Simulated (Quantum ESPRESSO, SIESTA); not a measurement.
# Birch–Murnaghan line for zincblende InAs, QE, PBEsol

Calculated with Quantum ESPRESSO 7.5: PBEsol; plane waves, GBRV 1.5 ultrasoft, 45/270 Ry; k-mesh 6×6×6. The volume is changed in steps from typed lattice constants. V0 = 28.039 Å³ an atom is where a Birch–Murnaghan fit to this level's pressures, the withheld one apart, crosses zero; rows within 2.5 % of V0 are left out, since F is ill-conditioned there. The typed cell is scaled evenly, with no relaxation, and each row is a single point.

```
volume (Å³/atom)  pressure (GPa)
          27.275           1.695
          29.054          -1.881
          29.647          -2.809
           30.24           -3.63
          30.833               ?
          31.426          -5.002
          32.019          -5.559
```

Task: Fit the third-order Birch–Murnaghan equation to the rows given and interpolate to the withheld row.

**Working.**

Take the Eulerian strain f = ½[(V0/V)^(2/3) − 1] and the normalised pressure F = P / [3f(1 + 2f)^(5/2)]. The third-order Birch–Murnaghan equation is then the line F = B0 + (3/2)B0(B′ − 4) f, so u = f and v = F.

```
     u = f  v = F (GPa)
0.00929394      58.0567
-0.0117139      56.7945
-0.0182469      56.3125
-0.0245657      55.8669
-0.0366040      55.0856
-0.0423433      54.5967
```

With n = 6: mean u = -0.0206966, mean v = 56.1188, Σ(u − ū)² = 0.0017227, Σ(u − ū)(v − v̄) = 0.11502. Slope b = 0.11502 / 0.0017227 = 66.767; intercept a = v̄ − b ū = 57.501.

So B0 = 57.50 GPa and B′ = 4 + 2b/(3a) = 4.77. At the withheld volume f = -0.03068, F = 55.45 GPa, and P = 3f(1 + 2f)^(5/2) F.

Prediction at 30.833: -4.357 GPa. The run gave -4.362 GPa, so the fit is high by 0.0053 GPa (0.12 % of the value).

A fit to this level's energies over the whole scan gives V0 = 28.288 Å³, B0 = 56.20 GPa and B′ = 4.96. Among the rows given, the largest miss of the fit is at 32.019, by 0.0078 GPa (0.11 % of the range of the table).

Limits: The nuclei are static. The DFT runs use Fermi–Dirac occupations of width 0.01 eV, and energies are free energies.

[Logs are printed without paths, hosts, clocks, repeated set-up lines and the standing remarks that a program may print on its own settings, such as how far it seeks lower states.]

[Hosts, paths, dates, database ids (printed as entryN), source tags and the programs' standing remarks are cut or masked in the printed files.]
